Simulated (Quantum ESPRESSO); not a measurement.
# Wannier-interpolated electron–phonon scattering in V (Im-3m), part 3 of 3

The plan: phonons and Wannier functions of V (Im-3m), and, if the interpolated phonons are stable, its coupling and resistivity.

Quantum ESPRESSO 7.5; DFT PBEsol, scalar-relativistic, plane waves, PseudoDojo 0.4.1 norm-conserving pseudopotentials.

So far, highest frequency, solved or plainly interpolated (cm⁻¹): step 4 (phonons on the coarse mesh) 264.

### Step 7. Wannier functions and couplings

Projections V s, p, d start 9 Wannier functions; states up to 2.5 eV over the Fermi level are frozen, and the projected functions are kept without the localisation step. Hamiltonian, force constants and couplings go to real space.

The input, epw1.in:

```
--
&INPUTEPW
  prefix        = 'x'
  outdir        = './tmp'
  dvscf_dir     = './save'
  elph          = .true.
  etf_mem       = 1
  nbndsub       = 9
  bands_skipped = 'exclude_bands = 1-4'
  use_ws        = .true.
  vme           = 'wannier'
  asr_typ       = 'crystal'
  nk1           = 8
  nk2           = 8
  nk3           = 8
  nq1           = 4
  nq2           = 4
  nq3           = 4
  amass(1)      = 50.9415
  epwwrite      = .true.
  epwread       = .false.
  wannierize    = .true.
  num_iter      = 0
  dis_win_max   = 57.33
  dis_froz_max  = 19.832
  proj(1)       = 'V:s;p;d'
  wdata(1)      = 'dis_num_iter = 600'
  wdata(2)      = 'guiding_centres = .true.'
  wdata(3)      = 'num_print_cycles = 50'
  wdata(4)      = 'dis_mix_ratio = 0.7'
  band_plot     = .true.
  filkf         = 'path.dat'
  filqf         = 'path.dat'
  fsthick       = 100.0
  efermi_read   = .true.
  fermi_energy  = 17.3322
/
```

The run is started by

```sh
> OMP_NUM_THREADS=1 mpirun -n 8 epw.x -nk 8 -in epw1.in > epw1.out
```

The program printed:

```text
[the first part of the log is left out]
     Number of WS vectors for phonons       89
     Number of WS vectors for electron-phonon       89
     Maximum number of cores for efficient parallelization       89
     Inside velocity step 1
     Velocity matrix elements calculated
     Writing Hamiltonian, Dynamical matrix and EP vertex in Wann rep to file
     ===================================================================
     Memory usage:  VmHWM =       260Mb
                   VmPeak =       730Mb
     ===================================================================
     Using q-mesh file: path.dat
     WARNING: q-point weigths do not add up to 1 [loadqmesh_serial]
     Size of q point mesh for interpolation:         78
     Using k-mesh file: path.dat
     WARNING: k-point weigths do not add up to 1 [loadkmesh_para]
     Size of k point mesh for interpolation:         78
     Fermi energy coarse grid =  17.306022 eV
     ===================================================================
     Fermi energy is read from the input file: Ef =  17.332200 eV
     ===================================================================
     Skipping    4 occupied bands:
     The Fermi level will be determined with   5.00000 electrons
              ibndmin =     1  ebndmin =    10.609 eV
              ibndmax =     9  ebndmax =    50.794 eV
     Number of ep-matrix elements per pool :         2430 ~=   18.98 Kb (@ 8 bytes/ DP)
     We only need to compute       78 q-points
     ===================================================================
     Memory usage:  VmHWM =       260Mb
                   VmPeak =       730Mb
     ===================================================================
```

The job ended after 3.5 min (8 MPI ranks of Arm Neoverse V2, shared host).

This step gave:

- r.m.s. error of the interpolated bands from 2 eV under to 1 eV over the Fermi level: 3.8 meV
- largest error in that range: 22.9 meV
- lowest interpolated frequency on the path: -42.2 cm⁻¹

The electronic bands at the labelled points (eV, zero at the Fermi level; # counts the bands kept):

```tsv
point	#1	#2	#3	#4	#5	#6
Γ	-6.72	0.41	0.41	0.41	2.53	2.53
0.53 of the way	-2.77	-0.90	0.99	0.99	2.21	3.99
H	-3.23	-3.23	3.96	3.96	3.96	10.53
0.54 of the way	-2.43	-1.48	0.51	1.58	4.19	7.06
N	-3.36	-1.23	1.75	2.54	2.92	4.38
0.46 of the way	-4.27	-0.56	-0.07	2.22	2.38	2.67
Γ	-6.72	0.41	0.41	0.41	2.53	2.53
halfway	-3.52	-0.82	-0.82	2.55	2.55	3.54
P	-1.18	-1.18	-1.18	2.99	2.99	10.82
halfway	-1.53	-1.53	-0.88	2.92	2.92	9.63
H	-3.23	-3.23	3.96	3.96	3.96	10.53
```

The same for Wannier interpolation:

```tsv
point	#1	#2	#3	#4	#5	#6
Γ	-6.72	0.41	0.41	0.41	2.59	2.59
H	-3.23	-3.23	3.96	3.96	3.96	10.53
N	-3.36	-1.23	1.75	2.55	2.99	4.38
Γ	-6.72	0.41	0.41	0.41	2.59	2.59
P	-1.18	-1.18	-1.18	2.99	2.99	10.83
H	-3.23	-3.23	3.96	3.96	3.96	10.53
```

The first set of electronic bands as a text plot (rows in eV, shown from -6.7 to 8.0 only):

```
    7.7 |          *
    7.1 |                  *
    6.5 |                   *                     *
    5.9 |         *                              *
    5.2 |        *
    4.6 |       *            ***
    4.0 |           ********* * ***             *              **
    3.4 |     **   **   *      *               *            ****
    2.8 |*****  ****    **      ***********   **************  *
    2.2 |**    *  *      **  ***   ******  ****
    1.6 |  ** * **        ***  **            *
    0.9 |  *** *              *  **   **   **                *
    0.3 |******            * *        *******               *
   -0.3 |      *            *      ****      *
   -0.9 |                   **** ***          ***  ******* *
   -1.5 |       **         *    *                **** ******
   -2.1 |        **       **                                **
   -2.7 |       * ***   *** **                  *             *
   -3.3 |      *     ***      *****            *               **
   -4.0 |     *                    *          *
   -4.6 |    *                      **
   -5.2 |   *                                *
   -5.8 |  *                          *     *
   -6.4 |**                            *****
         Γ            H         N        Γ           P          H
```

Phonon branches along the path, in cm⁻¹:

```tsv
point	branch 1	branch 2	branch 3
Γ	0	0	0
0.53 of the way	156	156	245
H	266	266	266
0.54 of the way	162	209	246
N	181	201	230
0.46 of the way	113	127	180
Γ	0	0	0
halfway	91	91	217
P	200	200	200
halfway	169	205	205
H	266	266	266
```

The phonon branches as a text plot (rows in cm⁻¹):

```
    259 |           *******                                   ***
    247 |     **   *    ** **                                 *
    234 |       *   *   * *  ***                ***          *
    221 |    *   ***     *      **             *   *        *
    208 |        **        **                       * *    * *
    195 |   *             *  *******          *     ** **** *
    182 |       *              **   *              *  **
    170 |                    **  **  *                  ****
    157 |  *               **                *    *
    144 |                          *
    131 |      *                    * *          *
    118 |                           **      *
    105 |                              *        *
     93 |     *                            *   *
     80 | *                          **       *
     67 |                              **    *
     54 |                                   *
     41 |*                              *  *
     28 |                                 *
     16 |    *                            *
      3 |                                *
    -10 |*                            *
    -23 | *                             *
    -36 |  **                          *
         Γ            H         N        Γ           P          H
```

Near the Fermi level the interpolated bands miss those of pw.x by 4 meV r.m.s. and 23 meV at most, each level matched to the nearest interpolated one; the r.m.s. value is under the 60 meV set for going on. The interpolated phonons go imaginary on the path, to 42.2i cm⁻¹.

### Step 8. Summary of results

| Property | Result |
| --- | --- |
| lowest solved frequency off the zone centre | 90.9 cm⁻¹ |
| lowest interpolated frequency on the path | -42.2 cm⁻¹ |
| band error of the Wannier functions | 4 meV r.m.s. |

**Reading.** Step 7: Of the bands kept, 2 cross the Fermi level on this path. Step 7: The highest branch reaches 266 cm⁻¹ on this path, at H. Step 7: A branch goes imaginary (drawn negative), down to -42.2 cm⁻¹ between Γ and H, between computed points or near Γ, where interpolation can make such dips. Off the zone centre all modes solved on the 4×4×4 mesh are real, but the Fourier interpolation between them turns a branch imaginary, down to 42.2i cm⁻¹. Force constants of long range, as near Kohn anomalies, are cut off by so coarse a mesh; a finer q mesh is needed before couplings can be summed, so the chain stops without λ or ρ.

[The logs of pw.x and epw.x are selected lines.]

[Logs are printed without paths, hosts, clocks, repeated set-up lines and the standing remarks that a program may print on its own settings, such as how far it seeks lower states.]

[Hosts, paths, dates, database ids (printed as entryN), source tags and the programs' standing remarks are cut or masked in the printed files.]
